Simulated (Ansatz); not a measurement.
**Li3VO4 (Pmn2_1): the host for defect calculations**

Aim: the runs on the perfect crystal Li3VO4 (Pmn2_1) that a defect calculation needs first.

Main program and level: Ansatz 0.2.0; plane-wave PAW DFT, PBEsol; single point of the host's primitive cell on a dense mesh, in the first sound run; inputs show where later runs differ.

### 1. Starting point

Symmetry: Pmn2_1, No. 31, orthorhombic system. Conventional cell: a = 6.286 Å, b = 5.418 Å, c = 4.922 Å, α = 90.00°, β = 90.00°, γ = 90.00°. Li has 4 O at 1.94 to 1.98 Å nearest. Nearest to Li lie 4 O at 1.97 to 1.99 Å. Nearest to V lie 4 O at 1.71 to 1.72 Å. O has 1 V at 1.72 Å and 3 Li at 1.96 to 1.98 Å nearest. O has 1 V at 1.71 Å and 3 Li at 1.94 to 1.97 Å nearest. Nearest to O lie 1 V at 1.71 Å and 3 Li at 1.96 to 1.99 Å. Farther neighbours and most contacts between anions are not listed.

### 2. Primitive cell on a dense mesh

A dense mesh gives the host's converged energy, against which the supercell's sampling is tested.

Contents of dense/input.yaml:

```yaml
crystal:
  lattice:
    - [6.2860121637, 0.0, 0.0]
    - [0.0, 5.4179606667, 0.0]
    - [0.0, 0.0, 4.9216573602]
  atoms:
    - { symbol: Li, position: [0.2474881719, 0.6681101322, 0.0101788941] }
    - { symbol: Li, position: [0.2525118281, 0.3318898678, 0.5101788941] }
    - { symbol: Li, position: [0.7474881719, 0.3318898678, 0.5101788941] }
    - { symbol: Li, position: [0.7525118281, 0.6681101322, 0.0101788941] }
    - { symbol: Li, position: [0.5, 0.166561387, 0.0106753063] }
    - { symbol: Li, position: [0.0, 0.833438613, 0.5106753063] }
    - { symbol: V, position: [0.0, 0.1698839156, 0.0010531628] }
    - { symbol: V, position: [0.5, 0.8301160844, 0.5010531628] }
    - { symbol: O, position: [0.2248132567, 0.319879994, 0.1105051413] }
    - { symbol: O, position: [0.0, 0.1726412298, 0.6536562196] }
    - { symbol: O, position: [0.7751867433, 0.319879994, 0.1105051413] }
    - { symbol: O, position: [0.2751867433, 0.680120006, 0.6105051413] }
    - { symbol: O, position: [0.7248132567, 0.680120006, 0.6105051413] }
    - { symbol: O, position: [0.5, 0.1310079893, 0.6090432405] }
    - { symbol: O, position: [0.0, 0.8689920107, 0.1090432405] }
    - { symbol: O, position: [0.5, 0.8273587702, 0.1536562196] }
basis:
  ecutwfc: 420
  xc_grid: 2
hamiltonian:
  xc: pbesol
kpoints:
  mp_grid: { grid: [5, 5, 6] }
scf:
  occupations: { method: fermi_dirac, width: 0.01 }
  max_iter: 80
```

The run is started by

```console
> ansatz run input.yaml --threads 4 --pin off --max-ram 7536MiB --backend cpu --events-out ev --progress --plain --runs-dir out
```

Numbers of over 12 decimals in the logs are rounded to 6 here.

Output:

```text
Engine: ansatz 0.2.0, aarch64-unknown-linux-gnu
Pseudopotentials: kind: paw
Pseudopotential: Li, paw, valence charge 3, recommended cutoff 420 eV (normal), Li.paw.azcp
Pseudopotential: V, paw, valence charge 13, recommended cutoff 420 eV (normal), V.paw.azcp
Pseudopotential: O, paw, valence charge 6, recommended cutoff 420 eV (normal), O.paw.azcp
Functional definition: PBEsol
  exchange = pbesol_x
  correlation = pbesol_c
Crystal: 16 atoms, lattice volume = 167.619 Å³
Basis set: ecut = 420 eV, 3271 PW (Γ), exchange–correlation on 90×80×72 points (8 copies of the dense FFT grid, shifted against one another)
Bands: 62, of which v1, the nominal top of the filled ones, is band 46 counted from 1 (45 counted from 0)
Symmetry: 4 space group operations
Space group: Pmn21 (ITA 31), of the structure as read, at distance tolerance 5.5e-5 Å
k-points: 36 of 150 (time reversal used)
Non-local potential: Li, projectors of the file, l = 0: 3, l = 1: 2, l = 2: 1
Non-local potential: V, projectors of the file, l = 0: 3, l = 1: 2, l = 2: 3, l = 3: 1
Non-local potential: O, projectors of the file, l = 0: 2, l = 1: 2, l = 2: 1
PAW form: soft (Blöchl's): semilocal exchange-correlation on the pseudo side does not see the compensation charge
PAW frozen core: V, regenerated for the run's functional, and the local potential with it (the file was generated under x = pbe(κ = 0.804, μ = 0.219515), c = pbe(β = 0.066725))
PAW frozen core: O, regenerated for the run's functional, and the local potential with it (the file was generated under x = pbe(κ = 0.804, μ = 0.219515), c = pbe(β = 0.066725))
PAW one-centre angular grid: Li, 110 points (default); XC on 64 Gauss nodes
PAW one-centre angular grid: V, 590 points (default); XC on 64 Gauss nodes
PAW one-centre angular grid: O, 110 points (default); XC on 64 Gauss nodes
Initial density: superposition of atomic densities (neutral atoms: chi_scale 0, normalization atom), corrected by the library's trained network
Initial wavefunctions: pseudopotential atomic-orbital guess
Functional: x = pbesol(κ = 0.804, μ = 0.123457), c = pbesol(β = 0.046)
SCF iter   1: F=—  HF=-11493.381266 eV  |F-HF|=—  |Δ(HF+E_count)|=         —  Δρ=1.26e-2  dr2=2.15e-1  ethr=1.77e-3  ⟨swp⟩=6.0  Hψ=7716  notcnv=0  defer=95
preconditioner: auto → Resta (q_TF=auto, 2.469 Å⁻¹)  ε∞=4.8  [insulator: Δε(μ)=3.996 eV  Ē_g=11.764 eV  σ=0.010 eV  W_gap=1.00  n_scr=38 (ndim 8)  ℏωp=22.9 eV  f_vac=0.044  D(μ)=0.00/eV (n_scr^D=0)  ε∞_Penn≈4.8]
SCF iter   2: F=—  HF=-11493.344318 eV  |F-HF|=—  |Δ(HF+E_count)|=   3.69e-2  Δρ=7.97e-3  dr2=1.15e-1  ethr=2.34e-4  ⟨swp⟩=2.1  Hψ=3417  notcnv=0  defer=432
SCF iter   3: F=—  HF=-11493.331127 eV  |F-HF|=—  |Δ(HF+E_count)|=   1.32e-2  Δρ=2.95e-3  dr2=1.72e-2  ethr=1.25e-4  ⟨swp⟩=2.0  Hψ=2808  notcnv=0  defer=180
automatic band count: iteration 3 solves 55 bands in place of 62: the levels show a gap, and the empty bands left out lie too high to hold charge; the band table lists the bands solved (type scf.n_extra_bands for more)
SCF iter   4: F=—  HF=-11493.328893 eV  |F-HF|=—  |Δ(HF+E_count)|=   2.23e-3  Δρ=9.95e-4  dr2=2.00e-3  ethr=1.86e-5  ⟨swp⟩=2.0  Hψ=2806  notcnv=0  defer=180
SCF iter   5: F=—  HF=-11493.328850 eV  |F-HF|=—  |Δ(HF+E_count)|=   4.25e-5  Δρ=4.26e-4  dr2=3.04e-4  ethr=2.18e-6  ⟨swp⟩=2.0  Hψ=2729  notcnv=0  defer=180
SCF iter   6: F=—  HF=-11493.328839 eV  |F-HF|=—  |Δ(HF+E_count)|=   1.15e-5  Δρ=1.27e-4  dr2=2.79e-5  ethr=3.31e-7  ⟨swp⟩=2.0  Hψ=2853  notcnv=0  defer=180
SCF iter   7: F=—  HF=-11493.328790 eV  |F-HF|=—  |Δ(HF+E_count)|=   4.88e-5  Δρ=2.75e-5  dr2=1.20e-6  ethr=3.03e-8  ⟨swp⟩=2.0  Hψ=2660  notcnv=0  defer=180
SCF iter   8: F=-11493.328792 eV  HF=-11493.328792 eV  |F-HF|=1.14e-7  |Δ(HF+E_count)|=   1.90e-6  Δρ=8.30e-6  dr2=1.40e-7  ethr=1.82e-10  ⟨swp⟩=2.0  Hψ=3781  notcnv=0
SCF 1 converged in 8 iterations: F = -11493.328792 eV  dr2 = 1.40e-7
  greatest PAW one-centre occupation: 1.000 electrons in one spin orbital (limit 2), on the Li atom at site 3 (counted from 0), in its partial waves of l = 0
SCF converged after 8 iterations
Free energy (F): -11493.328792 eV
Harris-Foulkes:  -11493.328792 eV  (|F-HF|=1.14e-7)
Internal energy: -11493.328792 eV  (E = F + TS)
E sigma→0 (E₀):  -11493.328792 eV
Fermi energy:    5.114258 eV
--- Per-component energies (eV) ---
  E_band       = -1231.907967
  E_kinetic    = 2208.378661
  E_local      = -7278.770129  (includes V_loc(G=0)·N_el)
  E_nonlocal   = 89.942274
  E_hartree    = 2826.960578
  E_xc         = -908.260171
  E_vxc        = -1163.664333  (∫ρ·V_xc dr)
  E_paw        = -3503.801957  (= ΣΔE_a)
  E_vpaw       = -741.751956  (= ΣTr[D̂ρ^β])
  E_aug_tail   = 0.020409  (compensation charges beyond the density's cutoff)
  E_ewald      = -4928.380118
  E_core_change = 0.581661  (= ΣΔE_core)
  E_smearing   = -0.000000  (= −TS)
  E_closure    = -0.000000  (closes the sum)
  Σ components = -11493.328792   (vs F -11493.328792, Δ=0.00e0)
```

It took 8.5 s on 4 threads of Arm Neoverse V1, shared host; peak memory 0.64 GiB.

### 3. Self-consistent run

This step: plane-wave PAW DFT, PBEsol; single point of the defect-free supercell, a test of its k-points (Ansatz 0.2.0).

System of this step: Li3VO4 (Pmn2_1). The cell holds 64 atoms: 24 Li, 8 V and 32 O. Its edges and angles: a = 9.648 Å, b = 9.648 Å, c = 9.648 Å, α = 98.7°, β = 111.7°, γ = 118.7°.

Contents of pristine.sampling/input.yaml:

```yaml
crystal:
  lattice:
    - [-6.2860121637, 5.4179606667, 4.9216573602]
    - [6.2860121637, -5.4179606667, 4.9216573602]
    - [6.2860121637, 5.4179606667, -4.9216573602]
  atoms:
    - { symbol: Li, position: [0.3391445132, 0.128833533, 0.457799152] }
    - { symbol: Li, position: [0.3391445132, 0.628833533, 0.957799152] }
    - { symbol: Li, position: [0.8391445132, 0.128833533, 0.957799152] }
    - { symbol: Li, position: [0.8391445132, 0.628833533, 0.457799152] }
    - { symbol: Li, position: [0.421034381, 0.3813453611, 0.292200848] }
    - { symbol: Li, position: [0.421034381, 0.8813453611, 0.792200848] }
    - { symbol: Li, position: [0.921034381, 0.3813453611, 0.792200848] }
    - { symbol: Li, position: [0.921034381, 0.8813453611, 0.292200848] }
    - { symbol: Li, position: [0.421034381, 0.128833533, 0.0396890198] }
    - { symbol: Li, position: [0.421034381, 0.628833533, 0.5396890198] }
    - { symbol: Li, position: [0.921034381, 0.128833533, 0.5396890198] }
    - { symbol: Li, position: [0.921034381, 0.628833533, 0.0396890198] }
    - { symbol: Li, position: [0.3391445132, 0.3813453611, 0.7103109802] }
    - { symbol: Li, position: [0.3391445132, 0.8813453611, 0.2103109802] }
    - { symbol: Li, position: [0.8391445132, 0.3813453611, 0.2103109802] }
    - { symbol: Li, position: [0.8391445132, 0.8813453611, 0.7103109802] }
    - { symbol: Li, position: [0.0886183467, 0.2553376531, 0.3332806935] }
    - { symbol: Li, position: [0.0886183467, 0.7553376531, 0.8332806935] }
    - { symbol: Li, position: [0.5886183467, 0.2553376531, 0.8332806935] }
    - { symbol: Li, position: [0.5886183467, 0.7553376531, 0.3332806935] }
    - { symbol: Li, position: [0.1720569596, 0.2553376531, 0.9167193065] }
    - { symbol: Li, position: [0.1720569596, 0.7553376531, 0.4167193065] }
    - { symbol: Li, position: [0.6720569596, 0.2553376531, 0.4167193065] }
    - { symbol: Li, position: [0.6720569596, 0.7553376531, 0.9167193065] }
    - { symbol: V, position: [0.0854685392, 0.0005265814, 0.0849419578] }
    - { symbol: V, position: [0.0854685392, 0.5005265814, 0.5849419578] }
    - { symbol: V, position: [0.5854685392, 0.0005265814, 0.5849419578] }
    - { symbol: V, position: [0.5854685392, 0.5005265814, 0.0849419578] }
    - { symbol: V, position: [0.1655846236, 0.0005265814, 0.6650580422] }
    - { symbol: V, position: [0.1655846236, 0.5005265814, 0.1650580422] }
    - { symbol: V, position: [0.6655846236, 0.0005265814, 0.1650580422] }
    - { symbol: V, position: [0.6655846236, 0.5005265814, 0.6650580422] }
    - { symbol: O, position: [0.2151925677, 0.167659199, 0.2723466253] }
    - { symbol: O, position: [0.2151925677, 0.667659199, 0.7723466253] }
    - { symbol: O, position: [0.7151925677, 0.167659199, 0.7723466253] }
    - { symbol: O, position: [0.7151925677, 0.667659199, 0.2723466253] }
    - { symbol: O, position: [0.4131487247, 0.3268281098, 0.0863206149] }
    - { symbol: O, position: [0.4131487247, 0.8268281098, 0.5863206149] }
    - { symbol: O, position: [0.9131487247, 0.3268281098, 0.5863206149] }
    - { symbol: O, position: [0.9131487247, 0.8268281098, 0.0863206149] }
    - { symbol: O, position: [0.2151925677, 0.4428459423, 0.5475333687] }
    - { symbol: O, position: [0.2151925677, 0.9428459423, 0.0475333687] }
    - { symbol: O, position: [0.7151925677, 0.4428459423, 0.0475333687] }
    - { symbol: O, position: [0.7151925677, 0.9428459423, 0.5475333687] }
    - { symbol: O, position: [0.1453125737, 0.4428459423, 0.9776533747] }
    - { symbol: O, position: [0.1453125737, 0.9428459423, 0.4776533747] }
    - { symbol: O, position: [0.6453125737, 0.4428459423, 0.4776533747] }
    - { symbol: O, position: [0.6453125737, 0.9428459423, 0.9776533747] }
    - { symbol: O, position: [0.1453125737, 0.167659199, 0.7024666313] }
    - { symbol: O, position: [0.1453125737, 0.667659199, 0.2024666313] }
    - { symbol: O, position: [0.6453125737, 0.167659199, 0.2024666313] }
    - { symbol: O, position: [0.6453125737, 0.667659199, 0.7024666313] }
    - { symbol: O, position: [0.3700256149, 0.0545216202, 0.8155039946] }
    - { symbol: O, position: [0.3700256149, 0.5545216202, 0.3155039946] }
    - { symbol: O, position: [0.8700256149, 0.0545216202, 0.3155039946] }
    - { symbol: O, position: [0.8700256149, 0.5545216202, 0.8155039946] }
    - { symbol: O, position: [0.4890176256, 0.0545216202, 0.4344960054] }
    - { symbol: O, position: [0.4890176256, 0.5545216202, 0.9344960054] }
    - { symbol: O, position: [0.9890176256, 0.0545216202, 0.9344960054] }
    - { symbol: O, position: [0.9890176256, 0.5545216202, 0.4344960054] }
    - { symbol: O, position: [0.4905074949, 0.3268281098, 0.6636793851] }
    - { symbol: O, position: [0.4905074949, 0.8268281098, 0.1636793851] }
    - { symbol: O, position: [0.9905074949, 0.3268281098, 0.1636793851] }
    - { symbol: O, position: [0.9905074949, 0.8268281098, 0.6636793851] }
basis:
  ecutwfc: 420
  xc_grid: 2
hamiltonian:
  xc: pbesol
kpoints:
  mp_grid: { grid: [1, 1, 1], shift: [0.25, 0.25, 0.25] }
scf:
  occupations: { method: fermi_dirac, width: 0.01 }
  max_iter: 80
```

Output:

```text
[...]
Crystal: 64 atoms, lattice volume = 670.475 Å³
Basis set: ecut = 420 eV, 13091 PW (Γ), exchange–correlation on 144×144×144 points (8 copies of the dense FFT grid, shifted against one another)
Bands: 248, of which v1, the nominal top of the filled ones, is band 184 counted from 1 (183 counted from 0)
Symmetry: 16 space group operations
[...]
k-points: 1
[...]
SCF iter   1: F=—  HF=-45973.585208 eV  |F-HF|=—  |Δ(HF+E_count)|=         —  Δρ=1.27e-2  dr2=8.74e-1  ethr=1.77e-3  ⟨swp⟩=6.0  Hψ=843  notcnv=0  defer=32
[...]
SCF iter   8: F=-45973.372951 eV  HF=-45973.372950 eV  |F-HF|=5.43e-7  |Δ(HF+E_count)|=   8.02e-6  Δρ=7.82e-6  dr2=4.80e-7  ethr=1.82e-10  ⟨swp⟩=2.0  Hψ=404  notcnv=0
SCF 1 converged in 8 iterations: F = -45973.372951 eV  dr2 = 4.80e-7
[...]
SCF converged after 8 iterations
Free energy (F): -45973.372951 eV
[...]
Internal energy: -45973.372951 eV  (E = F + TS)
E sigma→0 (E₀):  -45973.372951 eV
Fermi energy:    5.084827 eV
[...]
```

The job ended after 6.5 s (4 threads; peak memory 1.2 GiB; 24 s of CPU time).

This step gave:

- energy over dense mesh: -9.03e-4 eV/atom

(Continued in part 2 of 3.)

[Logs are printed without paths, hosts, clocks, repeated set-up lines and the standing remarks that a program may print on its own settings, such as how far it seeks lower states.]

[Hosts, paths, dates, database ids (printed as entryN), source tags and the programs' standing remarks are cut or masked in the printed files.]

[Runs of the host that timed out are not shown.]

[For some hosts the program warned that the k-mesh of the response run may be too coarse for force constants and the static dielectric constant; such warnings are not always shown.]
